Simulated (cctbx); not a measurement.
## Lattice, Laue class and space group of a new crystal

Cell: a = 3.5970 Å, b = 4.5200 Å, c = 6.1550 Å, α = 90.00°, β = 90.00°, γ = 90.00°. Expected content of the cell: Pt2 Ho2 C4.

Simulated single-crystal data (cctbx): Mo Kα, λ = 0.71073 Å, to d = 0.84 Å, 70 % of the full sphere, strongest reflection 5000 counts, noise from counting, a 4 % proportional error and a noise floor of 8 counts (s.d.); no absorption.

Tests on the unmerged data give:

```text
493 reflections to d = 0.842 A
centring   violations  <I/sigma> of those
    A          0 of   241     -0.0
    B        115 of   249      8.6
    C        115 of   246      8.7
    I        122 of   260      8.1
    R        150 of   318      8.6
    F        115 of   368      5.8
Laue class    unique    Rint  (classes that these axes allow; Friedel mates merged)
A 1 2/m 1         100   0.048
A 1 1 2/m          98   0.047
A m m m            64   0.049
space group    extra absences  I>4sigma  <I/sigma>
A 2 2 2                 0          0         -  acentric
A 2 m m                 0          0         -  acentric
A m m 2                 0          0         -  acentric
A m 2 m                 0          0         -  acentric
A m m m                 0          0         -  centric
Wilson B = 0.92 A^2   <|E^2-1|> = 0.586 (0.968 centric, 0.736 acentric)   E^2>4: 0.0 %
shell (A)         n   <I/sigma>
 3.64 - 1.42     16     23.3
 1.42 - 1.14     13     27.9
 1.14 - 1.00     13     17.3
 1.00 - 0.91     10     26.3
 0.91 - 0.84     12     21.5
```

Q: Read the symmetry from these tables.

The reflections that A centring forbids are absent (⟨I/σ⟩ near 0), so the lattice is A.

Rint stays low (0.047 to 0.049) up to A m m m, the highest class in these axes.

5 settings pass the absence test. No glide or screw absences show, which leaves A 2 2 2, A 2 m m, A m m 2, A m 2 m and A m m m.

⟨|E²−1|⟩ = 0.586 leans to a non-centrosymmetric structure, or to twinning, which lowers it. The Wilson B of 0.92 Å² means U ≈ 0.0117 Å².

The true group is Amm2 (no. 38), Laue class mmm, non-centrosymmetric. The tables only narrow the choice to the tied entries; cell content, site symmetry and trial solutions must settle it.

The model is made up (kin elements in a known structure type, no relaxation), so it says nothing on whether the phase exists.

[Logs are printed without paths, hosts, clocks, repeated set-up lines and the standing remarks that a program may print on its own settings, such as how far it seeks lower states.]
